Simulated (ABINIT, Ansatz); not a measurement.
## How the form of the self-energy moves the gap of LaBiS2O (P4/nmm)

Aim: compare treatments of exchange, screening and correlation for the gap of LaBiS2O (P4/nmm).

Program: ABINIT 10.8.3. Level of theory: PBEsol and many-body steps on it, plane waves. Results are calculated unless marked as measured.

## (1) The structure

The structure is tetragonal, space group P4/nmm (No. 129). Conventional cell: a = 4.055 Å, b = 4.055 Å, c = 14.173 Å, α = 90.00°, β = 90.00°, γ = 90.00°. Nearest to La lie 4 O at 2.38 Å and 4 S at 3.21 Å. Bi has 5 S at 2.52 to 2.88 Å nearest. Nearest to S lie 4 Bi at 2.88 Å. S has 1 Bi at 2.52 Å and 4 La at 3.21 Å nearest. O has 4 La at 2.38 Å nearest. Farther neighbours and most contacts between anions are not listed.

The cell and positions are those that the Materials Project relaxed with its own functionals (PBE, PBE+U or r2SCAN), kept fixed. Spin-orbit coupling is left out unless a step names it.

## (2) Empty states on the mesh, 4×4×1 mesh, 253 bands

This step: ABINIT 10.8.3; DFT, PBEsol, plane waves, norm-conserving pseudopotentials.

The sums over transitions need many empty states on a uniform mesh; this step solves for them.

run.abi reads:

```
acell 3*1.0 Angstrom
rprim 
  4.055497000000 0.000000000000 0.000000000000
  0.000000000000 4.055497000000 0.000000000000
  0.000000000000 0.000000000000 14.173265000000
ntypat 4
znucl 57 83 16 8
natom 10
typat 1 1 2 2 3 3 3 3 4 4
xred 
  0.500000000000 0.000000000000 0.587742000000
  0.000000000000 0.500000000000 0.412258000000
  0.000000000000 0.500000000000 0.867775000000
  0.500000000000 0.000000000000 0.132225000000
  0.500000000000 0.000000000000 0.890020000000
  0.000000000000 0.500000000000 0.109980000000
  0.000000000000 0.500000000000 0.690201000000
  0.500000000000 0.000000000000 0.309799000000
  0.000000000000 0.000000000000 0.500000000000
  0.500000000000 0.500000000000 0.500000000000
pp_dirpath "pseudos"
pseudos "La.upf, Bi.upf, S.upf, O.upf"
ecut 50
ngkpt 4 4 1
nshiftk 1
shiftk 0 0 0
kptopt 1
chksymbreak 0
iscf -2
irdden 1
istwfk *1
nband 253
nbdbuf 22
tolwfr 1e-09
nstep 60
prtvol 0
indata_prefix "in"
outdata_prefix "out"
tmpdata_prefix "tmp"
```

Command:

```
OMP_NUM_THREADS=1 mpirun -n 4 abinit run.abi > log
```

Numbers of over 12 decimals in the logs are rounded to 6 here.

What it wrote:

```text
.Version 10.8.3 of ABINIT. v10.8.2 released Aug 2026.

 Symmetries : space group P4/n m m (#129); Bravais tP (primitive tetrag.)
[... echo of the input left out ...]
== DATASET  1 ==================================================================
-   mpi_nproc: 4, omp_nthreads: 1 (-1 if OMP is not activated)

--- !DatasetInfo
iteration_state: {dtset: 1, }
dimensions: {natom: 10, nkpt: 6, mband: 253, nsppol: 1, nspinor: 1, nspden: 1, mpw: 26636, }
cutoff_energies: {ecut:  50.0, pawecutdg:  -1.0, }
[...]
1.67226    1.67536    1.68639    1.68815    1.68815    1.69399    1.69780    1.69780
   1.70026    1.70900    1.72631    1.72632    1.73033    1.73347    1.74488    1.74497
   1.75324    1.75432    1.78632    1.78701    1.79567
 prteigrs : prtvol=0 or 1, do not print more k-points.

== END DATASET(S) ==============================================================
================================================================================

 -outvars: echo values of variables after computation  --------
            nband         253
             nkpt           6
          spgroup         129
 [... the other variables as echoed above ...]

 Calculation completed.
```

Run time: 11 min. Hardware: 4 MPI ranks of Arm Neoverse V2, shared host; peak memory 1.2 GiB; 45 min of CPU time.

This step gave:

```
gap                                                           : 0.8512 eV
k of the valence top                                          : 0.5, 0, 0
k of the conduction bottom                                    : 0.5, 0, 0
least direct gap                                              : 0.8512 eV
k points computed                                             : 6
lowest point of the top converged band, above the valence top : 40.85 eV
```

On this mesh the gap is 0.851 eV.

The density comes from a self-consistent run that is not shown.

## (3) Screening, 4×4×1 mesh, 120 bands, screening to 98 eV

The RPA dielectric matrix is built and inverted for each q.

This step: RPA screening on PBEsol, plane waves, norm-conserving pseudopotentials.

run.abi: that of step 2 with these lines changed.

```diff
@@ -28,10 +28,11 @@
 chksymbreak 0
-iscf -2
-irdden 1
 istwfk *1
-nband 253
-nbdbuf 22
-tolwfr 1e-09
-nstep 60
-prtvol 0
+occopt 1
+irdwfk 1
+optdriver 3
+nband 120
+ecuteps 3.6
+inclvkb 2
+awtr 1
+symchi 1
 indata_prefix "in"
```

What it wrote:

```text
.Version 10.8.3 of ABINIT. v10.8.2 released Aug 2026.

 Symmetries : space group P4/n m m (#129); Bravais tP (primitive tetrag.)
[... echo of the input left out ...]
== DATASET  1 ==================================================================
-   mpi_nproc: 4, omp_nthreads: 1 (-1 if OMP is not activated)

--- !DatasetInfo
iteration_state: {dtset: 1, }
dimensions: {natom: 10, nkpt: 6, mband: 120, nsppol: 1, nspinor: 1, nspden: 1, mpw: 26636, }
cutoff_energies: {ecut:  50.0, pawecutdg:  -1.0, }
electrons: {nelect:   8.80000000E+01, charge:   0.00000000E+00, occopt:   1.00000000E+00, tsmear:   1.00000000E-02, }

 SCREENING: Calculation of the susceptibility and dielectric matrices

 Based on a program developped by R.W. Godby, V. Olevano, G. Onida, and L. Reining.
 Incorporated in ABINIT by V. Olevano, G.-M. Rignanese, and M. Torrent.
.Using double precision arithmetic ; gwpc =  8

[... cell and pseudopotentials left out ...]
--------------------------------------------------------------------------------

 ==== K-mesh for the wavefunctions ====
 Number of points in the irreducible wedge :     6
[... list of points left out ...]
 Together with 16 symmetry operations and time-reversal symmetry
 yields    16 points in the full Brillouin Zone.

 ==== Q-mesh for the screening function ====
 Number of points in the irreducible wedge :     6
[... list of points left out ...]
 Together with 16 symmetry operations and time-reversal symmetry
 yields    16 points in the full Brillouin Zone.

 setmesh: FFT mesh size selected  =    32x   32x  120
          total number of points  =       122880

 vcoul_init : cutoff-mode = AUXILIARY_FUNCTION
 q-points for optical limit:   1
     1)      0.000010    0.000020    0.000030

- screening: taking advantage of time-reversal symmetry
- Maximum band index for partially occupied states nbvw = 44
- Remaining bands to be divided among processors   nbcw = 76
- Number of bands treated by each node ~19

 Number of electrons calculated from density =   88.0000; Expected =   88.0000
 average of density, n =  0.055941
 r_s =    1.6220
 omega_plasma =   22.8150 [eV]

 calculating chi0 at frequencies [eV] :
  1    0.000000E+00    0.000000E+00
  2    0.000000E+00    2.281495E+01

--------------------------------------------------------------------------------
  q-point number  1        q = ( 0.000000, 0.000000, 0.000000) [r.l.u.]
--------------------------------------------------------------------------------
[... chi0 elements left out ...]
 For q-point:  0.000010 0.000020 0.000030
  dielectric constant =  25.0113
  dielectric constant without local fields =  27.3983

  Average fulfillment of the sum rule on Im[epsilon] for q-point    1 :     51.33  [%]
[... wings left out ...]
  q-point number  2        q = ( 0.250000, 0.000000, 0.000000) [r.l.u.]
--------------------------------------------------------------------------------
[... chi0 elements left out ...]
  Average fulfillment of the sum rule on Im[epsilon] for q-point    2 :     53.17  [%]

 [... 4 further q-points ...]
```

Run time: 4.8 min. Hardware: 4 MPI ranks; peak memory 6 GiB.

Numbers from this step:

| Property | Result |
| --- | --- |
| ε∞ with local fields, on this mesh, along the program's q direction | 25.01 |
| the same without local fields | 27.40 |
| plasma frequency | 22.82 eV |
| plane waves in the screening matrix | 523 |

Local fields lower ε∞ by 9 %. On a Γ-centred mesh this coarse the value itself is usually too large, while a short band sum pulls it down.

## (4) G0W0, Godby-Needs plasmon pole

The self-energy is evaluated for the states that the input lists, and the levels follow from it, in one-shot runs by the linearised quasiparticle equation.

This step: G0W0 on PBEsol, plane waves, norm-conserving pseudopotentials.

run.abi: that of step 3 with these lines changed.

```diff
@@ -31,8 +31,17 @@
 irdwfk 1
-optdriver 3
+optdriver 4
 nband 120
+gwcalctyp 0
+ecutsigx 50
+symsigma 1
+nkptgw 2
+kptgw 
+  0.5000000000 0.0000000000 0.0000000000
+  0.0000000000 0.0000000000 0.0000000000
+bdgw 
+  43 46
+  43 46
 ecuteps 3.6
-inclvkb 2
-awtr 1
-symchi 1
+irdscr 1
+ppmodel 1
 indata_prefix "in"
```

What it wrote:

```text
.Version 10.8.3 of ABINIT. v10.8.2 released Aug 2026.

 Symmetries : space group P4/n m m (#129); Bravais tP (primitive tetrag.)
[... echo of the input left out ...]
== DATASET  1 ==================================================================
-   mpi_nproc: 4, omp_nthreads: 1 (-1 if OMP is not activated)

--- !DatasetInfo
iteration_state: {dtset: 1, }
dimensions: {natom: 10, nkpt: 6, mband: 120, nsppol: 1, nspinor: 1, nspden: 1, mpw: 26636, }
cutoff_energies: {ecut:  50.0, pawecutdg:  -1.0, }
electrons: {nelect:   8.80000000E+01, charge:   0.00000000E+00, occopt:   1.00000000E+00, tsmear:   1.00000000E-02, }

 SIGMA: Calculation of the GW corrections

 Based on a program developped by R.W. Godby, V. Olevano, G. Onida, and L. Reining.
 Incorporated in ABINIT by V. Olevano, G.-M. Rignanese, and M. Torrent.
.Using double precision arithmetic ; gwpc =  8

[... cell and pseudopotentials left out ...]
--------------------------------------------------------------------------------

 ==== K-mesh for the wavefunctions ====
 Number of points in the irreducible wedge :     6
[... list of points left out ...]
 Together with 16 symmetry operations and time-reversal symmetry
 yields    16 points in the full Brillouin Zone.

 ==== Q-mesh for screening function ====
 Number of points in the irreducible wedge :     6
[... list of points left out ...]
 Together with 16 symmetry operations and time-reversal symmetry
 yields    16 points in the full Brillouin Zone.

 vcoul_init : cutoff-mode = AUXILIARY_FUNCTION
 q-points for optical limit:   1
     1)      0.000010    0.000020    0.000030
 setmesh: FFT mesh size selected  =    50x   50x  180
          total number of points  =       450000

 Number of electrons calculated from density =   88.0000; Expected =   88.0000
 average of density, n =  0.055941
 r_s =    1.6220
 omega_plasma =   22.8150 [eV]

 === KS Band Gaps ===
  >>>> For spin  1
   Minimum direct gap =   0.8509 [eV], located at k-point      :   0.5000  0.0000  0.0000
   Fundamental gap    =   0.8509 [eV], Top of valence bands at :   0.5000  0.0000  0.0000
                                       Bottom of conduction at :   0.5000  0.0000  0.0000
 SIGMA fundamental parameters:
 PLASMON POLE MODEL  1
 number of plane-waves for SigmaX                26549
 number of plane-waves for SigmaC and W            523
 number of plane-waves for wavefunctions         26549
 number of bands                                   120
 number of independent spin polarizations            1
 number of spinorial components                      1
 number of k-points in IBZ                           6
 number of q-points in IBZ                           6
 number of symmetry operations                      16
 number of k-points in BZ                           16
 number of q-points in BZ                           16
 number of frequencies for dSigma/dE                 9
 frequency step for dSigma/dE [eV]                0.25
 number of omega for Sigma on real axis              0
 max omega for Sigma on real axis  [eV]           0.00
 zcut for avoiding poles [eV]                     0.10

 EPSILON^-1 parameters (SCR file):
 dimension of the eps^-1 matrix on file            523
 dimension of the eps^-1 matrix used               523
 number of plane-waves for wavefunctions         26549
 number of bands                                   120
 number of q-points in IBZ                           6
 number of frequencies                               2
 number of real frequencies                          1
 number of imag frequencies                          1

 matrix elements of self-energy operator (all in [eV])

 Perturbative Calculation

--- !SelfEnergy_ee
iteration_state: {dtset: 1, }
kpoint     : [   0.500,    0.000,    0.000, ]
spin       : 1
KS_gap     :    0.851
QP_gap     :    0.996
Delta_QP_KS:    0.145
data: !SigmaeeData |
     Band     E0 <VxcDFT>   SigX SigC(E0)      Z dSigC/dE  Sig(E)    E-E0       E
       43   4.386 -13.203 -14.865   2.100   0.780  -0.281 -12.862   0.342   4.728
       44   4.386 -13.203 -14.865   2.100   0.780  -0.281 -12.862   0.342   4.728
       45   5.237 -11.361  -8.791  -1.960   0.799  -0.252 -10.874   0.487   5.724
       46   5.237 -11.361  -8.791  -1.960   0.799  -0.252 -10.874   0.487   5.724

--- !SelfEnergy_ee
iteration_state: {dtset: 1, }
kpoint     : [   0.000,    0.000,    0.000, ]
spin       : 1
KS_gap     :    3.422
QP_gap     :    5.300
Delta_QP_KS:    1.879
data: !SigmaeeData |
     Band     E0 <VxcDFT>   SigX SigC(E0)      Z dSigC/dE  Sig(E)    E-E0       E
       43   4.372 -14.620 -18.122   3.774   0.759  -0.317 -14.413   0.207   4.579
       44   4.372 -14.620 -18.122   3.774   0.759  -0.317 -14.413   0.207   4.579
       45   7.794 -11.741  -4.681  -4.398   0.783  -0.276  -9.655   2.086   9.880
       46   8.068 -12.287  -8.035  -2.898   0.791  -0.264 -11.215   1.072   9.140

== END DATASET(S) ==============================================================
================================================================================

 -outvars: echo values of variables after computation  --------
           etotal      0.0000000000E+00
            nband         120
             nkpt           6
          spgroup         129
 [... the other variables as echoed above ...]

 Calculation completed.
```

Run time: 34 s. Hardware: 4 MPI ranks; peak memory 3.7 GiB; 2.2 min of CPU time.

Numbers from this step:

| Quantity | Value |
| --- | --- |
| G0W0 gap on the points computed | 0.9960 eV |
| starting gap on the mesh | 0.8512 eV |
| k of the valence top | 0.5, 0, 0 |
| k of the conduction bottom | 0.5, 0, 0 |
| Z at the valence top | 0.78 |
| Z at the conduction bottom | 0.799 |
| least direct G0W0 gap on the computed points | 0.9960 eV |

The gap on the mesh goes from 0.85 eV to 1.00 eV, a correction of +0.14 eV.

## (5) G0W0, Engel-Farid plasmon pole

run.abi: that of step 4 with these lines changed.

```diff
@@ -45,3 +45,3 @@
 irdscr 1
-ppmodel 1
+ppmodel 4
 indata_prefix "in"
```

What it wrote:

```text
.Version 10.8.3 of ABINIT. v10.8.2 released Aug 2026.

 Symmetries : space group P4/n m m (#129); Bravais tP (primitive tetrag.)
[... echo of the input left out ...]
== DATASET  1 ==================================================================
-   mpi_nproc: 4, omp_nthreads: 1 (-1 if OMP is not activated)

--- !DatasetInfo
iteration_state: {dtset: 1, }
dimensions: {natom: 10, nkpt: 6, mband: 120, nsppol: 1, nspinor: 1, nspden: 1, mpw: 26636, }
cutoff_energies: {ecut:  50.0, pawecutdg:  -1.0, }
electrons: {nelect:   8.80000000E+01, charge:   0.00000000E+00, occopt:   1.00000000E+00, tsmear:   1.00000000E-02, }

 SIGMA: Calculation of the GW corrections

 Based on a program developped by R.W. Godby, V. Olevano, G. Onida, and L. Reining.
 Incorporated in ABINIT by V. Olevano, G.-M. Rignanese, and M. Torrent.
.Using double precision arithmetic ; gwpc =  8

[... cell and pseudopotentials left out ...]
--------------------------------------------------------------------------------

 ==== K-mesh for the wavefunctions ====
 Number of points in the irreducible wedge :     6
[... list of points left out ...]
 Together with 16 symmetry operations and time-reversal symmetry
 yields    16 points in the full Brillouin Zone.

 ==== Q-mesh for screening function ====
 Number of points in the irreducible wedge :     6
[... list of points left out ...]
 Together with 16 symmetry operations and time-reversal symmetry
 yields    16 points in the full Brillouin Zone.

 vcoul_init : cutoff-mode = AUXILIARY_FUNCTION
 q-points for optical limit:   1
     1)      0.000010    0.000020    0.000030
 setmesh: FFT mesh size selected  =    50x   50x  180
          total number of points  =       450000

 Number of electrons calculated from density =   88.0000; Expected =   88.0000
[...]
number of omega for Sigma on real axis              0
 max omega for Sigma on real axis  [eV]           0.00
 zcut for avoiding poles [eV]                     0.10

 EPSILON^-1 parameters (SCR file):
 dimension of the eps^-1 matrix on file            523
 dimension of the eps^-1 matrix used               523
 number of plane-waves for wavefunctions         26549
 number of bands                                   120
 number of q-points in IBZ                           6
 number of frequencies                               2
 number of real frequencies                          1
 number of imag frequencies                          1

 matrix elements of self-energy operator (all in [eV])

 Perturbative Calculation

--- !SelfEnergy_ee
iteration_state: {dtset: 1, }
kpoint     : [   0.500,    0.000,    0.000, ]
spin       : 1
KS_gap     :    0.851
QP_gap     :    1.045
Delta_QP_KS:    0.194
data: !SigmaeeData |
     Band     E0 <VxcDFT>   SigX SigC(E0)      Z dSigC/dE  Sig(E)    E-E0       E
       43   4.386 -13.203 -14.865   2.051   0.793  -0.262 -12.895   0.309   4.695
       44   4.386 -13.203 -14.865   2.051   0.793  -0.262 -12.895   0.309   4.695
       45   5.237 -11.361  -8.791  -1.951   0.812  -0.231 -10.858   0.503   5.740
[...]
--- !SelfEnergy_ee
iteration_state: {dtset: 1, }
kpoint     : [   0.000,    0.000,    0.000, ]
spin       : 1
KS_gap     :    3.422
QP_gap     :    5.365
Delta_QP_KS:    1.943
data: !SigmaeeData |
     Band     E0 <VxcDFT>   SigX SigC(E0)      Z dSigC/dE  Sig(E)    E-E0       E
[...]
45   7.794 -11.741  -4.681  -4.419   0.814  -0.229  -9.592   2.149   9.943
       46   8.068 -12.287  -8.035  -2.828   0.811  -0.233 -11.132   1.155   9.223

== END DATASET(S) ==============================================================
================================================================================

 -outvars: echo values of variables after computation  --------
           etotal      0.0000000000E+00
            nband         120
             nkpt           6
          spgroup         129
 [... the other variables as echoed above ...]

 Calculation completed.
```

The job ended after 24 s (4 MPI ranks; peak memory 3.3 GiB; 95 s of CPU time).

This step gave:

```
G0W0 gap on the points computed              : 1.045 eV
starting gap on the mesh                     : 0.8512 eV
k of the valence top                         : 0.5, 0, 0
k of the conduction bottom                   : 0.5, 0, 0
Z at the valence top                         : 0.793
Z at the conduction bottom                   : 0.812
least direct G0W0 gap on the computed points : 1.045 eV
```

Against G0W0 in ABINIT (4×4×1 mesh, 120 bands, screening to 98 eV, Godby-Needs plasmon pole), the gap moves by +0.049 eV.

[end of part 1 of 2]

[Paths, hosts, dates, memory and timing lines, banners, echoed tables and standing remarks are left out of the program output.]

[Logs are printed without paths, hosts, clocks, repeated set-up lines and the standing remarks that a program may print on its own settings, such as how far it seeks lower states.]

[Runs of the session that timed out or met a known fault of the program may be left out.]

[Hosts, paths, dates, database ids (printed as entryN), source tags and the programs' standing remarks are cut or masked in the printed files.]

[G0W0 gaps are taken among the corrected bands and points alone; a level outside them can change the order at an edge.]

[Where Ansatz stands beside ABINIT at settings called matched, ABINIT's density can come from a denser mesh and the files from another edition; pairs whose starting gaps differed by over 0.03 eV were left out, so agreement reads better than it is.]
